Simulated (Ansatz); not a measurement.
# Be chain started as a zigzag: one chain at several levels of theory, part 2 of 4

Aim: how far do the period, the moment and the conductance of the Be chain started as a zigzag depend on the functional, the datasets and spin-orbit coupling, and at what cost?

Ansatz 0.2.0; DFT PBE, plane waves, PAW; relaxation of a chain's period (the session's first sound run).

So far. Step 2 (The relaxed wire, level PBE, cutoff 420 eV): The cell's length comes to 2.160 Å with no moment. That is -33 % against the start, more than a small adjustment.

## Step 3: Bands of the perfect wire, level PBE, k-mesh 1×1×38

This step: DFT PBE, plane waves, PAW; channels and complex bands of a perfect chain (Ansatz 0.2.0).

At the relaxed period the Bloch states of the perfect chain are found at each energy: those that move forward count the open channels, and those that decay describe how a disturbance dies away inside the wire itself. An energy step of 0.035 eV is under the 0.039 eV that the program asks for its thermal average at 300 K.

input.yaml

```yaml
crystal:
  lattice:
    - [9.0, 0.0, 0.0]
    - [0.0, 7.5, 0.0]
    - [0.0, 0.0, 2.1597134297]
  atoms:
    - { symbol: Be, position: [0.402522054, 0.5, 0.0] }
    - { symbol: Be, position: [0.597477946, 0.5, 0.5] }
kpoints:
  mp_grid: { grid: [1, 1, 38] }
  band_path: { path: ["Γ", Z], npoints: 60 }
scf:
  occupations: { method: fermi_dirac, width: 0.05 }
hamiltonian:
  xc: pbe
output:
  transmission:
    e_range: [-2, 2]
    de: 0.035
    kmesh: [1, 1]
    reduced_basis: true
    leads: [[0, 0]]
  dos: { projected: true, e_range: [-6, 4] }
  write_potential: true
  write_density: true
  volumetric_format: npy
  elf: true
```

Started as:

```console
ansatz run input.yaml --threads 4 --pin off --max-ram 8192MiB --backend cpu --events-out ev --progress --plain --runs-dir out
```

Numbers of over 12 decimals in the logs are rounded to 6 here.

Output:

```text
[...]
Crystal: 2 atoms, lattice volume = 145.781 Å³
Basis set: ecut = 420 eV, 2873 PW (Γ)
Bands: 6, of which v1, the nominal top of the filled ones, is band 2 counted from 1 (1 counted from 0)
Symmetry: 8 space group operations
[...]
k-points: 20 of 38
[...]
SCF iter   1: F=—  HF=-181.901060 eV  |F-HF|=—  |Δ(HF+E_count)|=         —  Δρ=1.69e-3  dr2=7.56e-3  ethr=1.77e-3  ⟨swp⟩=8.0  Hψ=1335  notcnv=0
[...]
SCF iter   6: F=-181.904912 eV  HF=-181.904912 eV  |F-HF|=1.82e-9  |Δ(HF+E_count)|=   1.74e-7  Δρ=6.02e-7  dr2=7.98e-10  ethr=9.43e-10  ⟨swp⟩=1.7  Hψ=482  notcnv=0
SCF 1 converged in 6 iterations: F = -181.904912 eV  dr2 = 7.98e-10
[...]
NSCF: frozen V_eff on 61 k-points
transmission: 3 of 18 steps passed
transmission: 6 of 18 steps passed
[...]
transmission: 18 of 18 steps passed
WARN: The output density's exchange-correlation potential varies sharply where the density is thin. Do not read a vacuum level from v_tot or v_xc, or from such a field of the output density. On a cell that repeats whose density bears no net charge and no dipole along the vacuum's axis use v_es (v_loc + v_h of the components); under efield.dipole_correction with no amplitude use v_es + v_field, which holds any externa [...]
SCF converged after 6 iterations
Free energy (F): -181.904912 eV
[...]
Internal energy: -181.891733 eV  (E = F + TS)
E sigma→0 (E₀):  -181.898323 eV
Entropy (-TS):   -0.013179 eV (-6.589 meV/atom)
Fermi energy:    -3.091835 eV
[...]
--- Band table (eV; the first three rows and the last of 20) ---
[...]
--- Transmission ---
  basis      : 595 plane waves across, 3 finite elements along
  points     : 1, standing for a mesh of 1 x 1
  filling    : by the input's occupations and mesh, since the crystals that have channels conduct as metals do. If one of these is a semiconductor, that mesh has misplaced its level
  energies   : 115 from -2.000000 to 1.990000 eV about the Fermi level, 0.035000 eV apart; the leads are filled to 0.000000 eV, and channels, transmission and decay are at -0.005000 eV
  crystal 0  : Be2, at the sites [0, 0], period 2.1597 Å: whole cells are its period
    offset         : up to 0.0000 Å between an atom of the period and one for which it stands
    filled         : 1.2 meV over the level at which it is neutral
    channels       : 3.000000e0 a spin
    conductance    : 3.4435e14 S/m² at 300 K; may be off by some 0.0 % by where its bands' edges are placed, 0.0 % from the distance to neutral
```

Elapsed: 9.4 s, on 4 threads of Arm Neoverse V2, shared host; peak memory 0.49 GiB.

Reading the cycles: dr2 is the Hartree energy of the density residual (eV), the measure of convergence; HF is the Harris–Foulkes estimate of the energy, which meets the free energy F at convergence.

This step gave:

* energy at zero smearing: -181.8983 eV
* channels at the energy nearest the Fermi level, one spin: 3
* conductance of the lead as this run defines it: 3.000 G₀
* band gap: 0 eV

Open channels of the lead, one spin against energy, zero at the Fermi level:

energy (eV), open channels of the lead, one spin and a bar from the least value:
```
    -2.00       1.00 
    -1.90       1.00 
    -1.79       1.00 
    -1.69       2.00 ###############
    -1.58       2.00 ###############
    -1.48       2.00 ###############
    -1.37       2.00 ###############
    -1.23       2.00 ###############
    -1.12       2.00 ###############
    -1.02       2.00 ###############
    -0.92       2.00 ###############
    -0.81       2.00 ###############
    -0.70       2.00 ###############
    -0.60       2.00 ###############
    -0.49       2.00 ###############
    -0.39       3.00 ##############################
    -0.28       3.00 ##############################
    -0.18       3.00 ##############################
    -0.07       3.00 ##############################
    -0.01       3.00 ##############################
     0.07       3.00 ##############################
     0.17       3.00 ##############################
     0.28       1.00 
     0.38       1.00 
     0.48       2.00 ###############
     0.59       2.00 ###############
     0.69       2.00 ###############
     0.80       2.00 ###############
     0.91       2.00 ###############
     1.01       2.00 ###############
     1.11       2.00 ###############
     1.22       2.00 ###############
     1.36       2.00 ###############
     1.47       2.00 ###############
     1.57       2.00 ###############
     1.68       2.00 ###############
     1.78       2.00 ###############
     1.89       2.00 ###############
     1.99       2.00 ###############
```

The slowest values at each energy, most degenerate partners merged, listed up to 1.5 1/Å. Table of Im kz of the slowest decaying states by energy, zero at the Fermi level:

```
energy (eV)  decay 1 (Å⁻¹)  decay 2 (Å⁻¹)  decay 3 (Å⁻¹)  decay 4 (Å⁻¹)
     -2.000          0.339          0.643          0.801           1.18
     -1.790          0.192          0.597          0.765           1.16
     -1.615          0.557          0.734           1.14           1.24
     -1.405          0.503          0.694           1.11           1.22
     -1.195          0.444          0.652           1.09           1.20
     -0.985          0.374          0.607           1.06           1.17
     -0.810          0.305          0.567           1.04           1.15
     -0.600          0.191          0.515           1.01           1.13
     -0.390          0.457          0.984           1.10           1.19
     -0.215          0.402          0.959           1.08           1.17
     -0.005          0.323          0.930           1.05           1.14
      0.205          0.219          0.899           1.02           1.12
      0.415          0.134          0.867          0.995           1.09
      0.590          0.187          0.839          0.971           1.07
      0.800          0.229          0.805          0.941           1.05
      1.010          0.260          0.769          0.910           1.02
      1.185          0.280          0.738          0.884          0.995
      1.395          0.299          0.698          0.851          0.967
      1.605          0.314          0.657          0.816          0.938
      1.815          0.325          0.612          0.780          0.908
```

Electronic bands along the path, in eV, zero at the Fermi level:

```
  point  band 1  band 2  band 3  band 4  band 5  band 6
      Γ   -5.70   -1.69   -0.47    0.38    3.19    4.03
halfway   -4.36   -0.45    1.48    2.33    5.09    5.93
      Z   -0.86   -0.86    6.05    6.05    6.90    6.90
```

The electronic bands as a text plot (rows in eV, shown from -5.7 to 4.0 only):

```
    3.8 |              ****                  ***  *
    3.4 |   ***********                    **   **
    3.0 |***                            ***   **
    2.6 |                            ***   ***
    2.2 |                          **   ***
    1.8 |                      ****  ***
    1.4 |                  ****    **
    1.0 |             *****     ***
    0.6 |*************     *****
    0.2 |              ****                **************
   -0.2 |    **********              ******              *****
   -0.6 |****                   *****                         ***
   -1.0 |                *******                              ***
   -1.4 |     ***********                                  ***
   -1.9 |*****                                          ***
   -2.3 |                                            ***
   -2.7 |                                          **
   -3.1 |                                      ****
   -3.5 |                                   ***
   -3.9 |                              *****
   -4.3 |                           ***
   -4.7 |                      *****
   -5.1 |               *******
   -5.5 |***************
         Γ                                                      Z
```

Valence density in the ca plane at fractional y = 0.500, with atoms of Be within 0.2 Å of it. It is the smooth field of the valence electrons, not physical close to the nuclei.

Ten even steps from '0' (0.00 e/Å³) to '9' (0.37 e/Å³), each cell a mean:
```
00000000000
00000000000
00000000000
00000000000
00000000000
11110000111
22222222222
44443333444
77764224677
99974224799
99986556899
89998888999
77899999987
24799999974
13688998863
33556666553
22333333332
11111111111
00000000000
00000000000
00000000000
00000000000
00000000000
00000000000
```
Columns run along c (2.2 Å), rows up along a (9.0 Å). Atoms in or near the plane, at fractional coordinates: Be at (0.00, 0.40), Be at (0.50, 0.60).

ELF in the ca plane at fractional y = 0.500, with atoms of Be within 0.2 Å of it. It is the smooth field of the valence electrons, not physical close to the nuclei.

Ten even steps from '_' (0.00) to '@' (0.98), each cell a mean:
```
______________________
______________________
______________________
::::::............::::
++++==----::::----==++
######**++====++**####
@@@@%%##++====++##%%@@
@@@@@@##==::::==##@@@@
@@@@@@**..____..**@@@@
@@@@@@++________++@@@@
@@@@%%**::....::**%%@@
%%%%######****######%%
--==**##%%%%%%%%##**==
____--##@@@@@@@@##--__
____--%%@@@@@@@@%%--__
__..++%%@@@@@@@@%%++..
--==**%%@@@@@@@@%%**==
==++**##%%%%%%%%##**++
----==++********++==--
::::::::--------::::::
______............____
______________________
______________________
______________________
```
Columns run along c (2.2 Å), rows up along a (9.0 Å). Atoms in or near the plane, at fractional coordinates: Be at (0.00, 0.40), Be at (0.50, 0.60).

Electrostatic potential energy in the ca plane at fractional y = 0.500, with atoms of Be within 0.2 Å of it. With pseudopotentials it is smooth inside the atoms' cores, unlike the true potential.

Ten even steps from '0' (-47 eV) to '9' (1 eV), each cell a mean:
```
99999999999
99999999999
99999999999
99999999999
99999999999
99999999999
99999889999
99887667889
88742002478
88630000368
88753223578
88887777888
45678888765
00258888520
00257887520
34578998754
88899999988
99999999999
99999999999
99999999999
99999999999
99999999999
99999999999
99999999999
```
Columns run along c (2.2 Å; values clipped at the 3rd and 97th percentile), rows up along a (9.0 Å). Atoms in or near the plane, at fractional coordinates: Be at (0.00, 0.40), Be at (0.50, 0.60).

By hand: the program gives 3.4435 × 10^14 S/m² over the cell's cross-section of 67.50 Å² = 6.750 × 10^-19 m², so one cell conducts 2.324 × 10^-4 S. Divided by G0 = 2e²/h = 7.748 × 10^-5 S this is 3.00 G0, a resistance of 4.30 kΩ.

At the computed energy nearest the Fermi level there are 3 channels a spin, and the thermal average gives 3.00 G₀.

## Step 4: The relaxed wire

This step: DFT PBEsol, plane waves, PAW; relaxation of a chain's period (Ansatz 0.2.0).

The relaxation is repeated under another functional. PBEsol weakens PBE's gradient terms and usually lands between LDA and PBE.

input.yaml

```yaml
crystal:
  lattice:
    - [9.0, 0.0, 0.0]
    - [0.0, 7.5, 0.0]
    - [0.0, 0.0, 3.2209928187]
  atoms:
    - { symbol: Be, position: [0.452426882, 0.5, 0.0], spin: 0.5 }
    - { symbol: Be, position: [0.547573118, 0.5, 0.5], spin: 0.5 }
magnetization:
  spin_polarized: true
kpoints:
  mp_grid: { grid: [1, 1, 25] }
scf:
  occupations: { method: fermi_dirac, width: 0.05 }
hamiltonian:
  xc: pbesol
relax:
  cell: { fix: [a, b, alpha, beta, gamma] }
  max_steps: 60
```

Output:

```text
[...]
Crystal: 2 atoms, lattice volume = 217.417 Å³
Basis set: ecut = 420 eV, 4281 PW (Γ), exchange–correlation on 128×108×48 points (8 copies of the dense FFT grid, shifted against one another)
Bands: 7, of which v1, the nominal top of the filled ones, is band 2 counted from 1 (1 counted from 0)
Symmetry: 8 space group operations
[...]
-0.000000       0.000000       0.011780
  P = ⅓ Tr σ = 0.0817 GPa (0.817 kbar)
--- Relaxed structure (11 steps of the walk, 10 accepted, 1 SCFs on fresh bases) ---
[...]
cell:  # Å, volume = 145.6357 Å³
    - [9.0, 0.0, 0.0]
    - [0.0, 7.5, 0.0]
    - [0.0, 0.0, 2.157565]
  atoms:
    - { symbol: Be, position: [0.402715, 0.500000, 0.0] }
    - { symbol: Be, position: [0.597285, 0.500000, 0.500000] }
[key lines of the parts left out:]
SCF converged after 5 iterations
Magnetization: -0.0000 μB (2.0000 up, 2.0000 down)
Free energy (F): -176.800178 eV
Fermi energy:    -3.124019 eV
```

The job ended after 12 s (4 threads; peak memory 0.42 GiB; 45 s of CPU time).

Relaxation path:

```
step  energy less that of the first step (eV)  largest force component (eV/Å)  pressure (GPa)  volume (Å³)
   1                                   0.0000                          2.1210            1.15       217.42
   2                                  -0.4258                          1.1234           -0.10       212.65
   3                                  -0.7964                          0.0377           -1.30       202.03
   4                                  -1.0557                          0.3816           -1.71       191.41
   5                                  -1.3469                          0.3834           -1.73       180.85
   6                                  -1.6465                          0.1997           -1.44       170.11
   7                                  -1.8944                          0.0270           -0.99       159.51
   8                                  -2.0370                          0.0304           -0.24       148.75
   9                                  -2.0456                          0.0088            0.03       146.10
  10                                  -1.3845                          4.0581            2.76       147.43
  11                                  -2.0458                          0.0030            0.08       145.64
 12*                                  -2.0456                          0.0030            0.08       145.64
```

Relaxation steps marked * repeat the geometry before them on a plane-wave basis chosen anew for their cell, so energy and pressure can jump there. Relaxation step 10 was tried and not accepted.

Forces are held to the 8 operations that the run works with; a distortion that breaks them can't arise in this run.

```
cell as run  before  after   change
      c (Å)   3.221  2.158  -33.0 %
```

The atoms that moved most (Å, along periodic axes as changes of fractional coordinates times the final cell, across vacuum about the mean position):

```
atom      dx     dy     dz  length
 Be1  -0.447  0.000  0.000   0.447
 Be2   0.447  0.000  0.000   0.447
```

The relaxed structure:

```cif
data_structure
_symmetry_space_group_name_H-M 'P 1'
_symmetry_Int_Tables_number 1
_cell_length_a 9.0000
_cell_length_b 7.5000
_cell_length_c 2.1576
_cell_angle_alpha 90.000
_cell_angle_beta 90.000
_cell_angle_gamma 90.000
_cell_volume 145.64
loop_
_atom_site_label
_atom_site_type_symbol
_atom_site_fract_x
_atom_site_fract_y
_atom_site_fract_z
_atom_site_occupancy
Be1 Be 0.40271 0.50000 0.00000 1
Be2 Be 0.59729 0.50000 0.50000 1
```

The cell's length comes to 2.158 Å, -0.1 % against the first run, with no moment. That is -33 % against the start, more than a small adjustment.

## Step 5: The perfect wire, level PBEsol, k-mesh 1×1×38

This step: DFT PBEsol, plane waves, PAW; channels and complex bands of a perfect chain (Ansatz 0.2.0).

The channels are counted again under PBEsol, at the period that it gave.

input.yaml

```yaml
crystal:
  lattice:
    - [9.0, 0.0, 0.0]
    - [0.0, 7.5, 0.0]
    - [0.0, 0.0, 2.1575652179]
  atoms:
    - { symbol: Be, position: [0.40271488, 0.5, 0.0] }
    - { symbol: Be, position: [0.59728512, 0.5, 0.5] }
kpoints:
  mp_grid: { grid: [1, 1, 38] }
  band_path: { path: ["Γ", Z], npoints: 60 }
scf:
  occupations: { method: fermi_dirac, width: 0.05 }
hamiltonian:
  xc: pbesol
output:
  transmission:
    e_range: [-2, 2]
    de: 0.035
    kmesh: [1, 1]
    reduced_basis: true
    leads: [[0, 0]]
  dos: { projected: true, e_range: [-6, 4] }
```

Output:

```text
[...]
Crystal: 2 atoms, lattice volume = 145.636 Å³
Basis set: ecut = 420 eV, 2865 PW (Γ)
Bands: 6, of which v1, the nominal top of the filled ones, is band 2 counted from 1 (1 counted from 0)
Symmetry: 8 space group operations
[...]
k-points: 20 of 38
[...]
Fermi energy:    -3.110904 eV
[...]
--- Band table (eV; the first three rows and the last of 20) ---
[...]
--- Transmission ---
  basis      : 595 plane waves across, 3 finite elements along
  points     : 1, standing for a mesh of 1 x 1
[...]
crystal 0  : Be2, at the sites [0, 0], period 2.1576 Å: whole cells are its period
[...]
filled         : 0.7 meV over the level at which it is neutral
    channels       : 3.000000e0 a spin
[...]
[key lines of the parts left out:]
SCF converged after 6 iterations
Free energy (F): -176.800998 eV
```

It took 10 s on 4 threads; peak memory 0.47 GiB.

At the computed energy nearest the Fermi level there are 3 channels a spin, and the thermal average gives 3.00 G₀.

[end of part 2 of 4]

[Logs are printed without paths, hosts, clocks, repeated set-up lines and the standing remarks that a program may print on its own settings, such as how far it seeks lower states.]

[Hosts, paths, dates, database ids (printed as entryN), source tags and the programs' standing remarks are cut or masked in the printed files.]
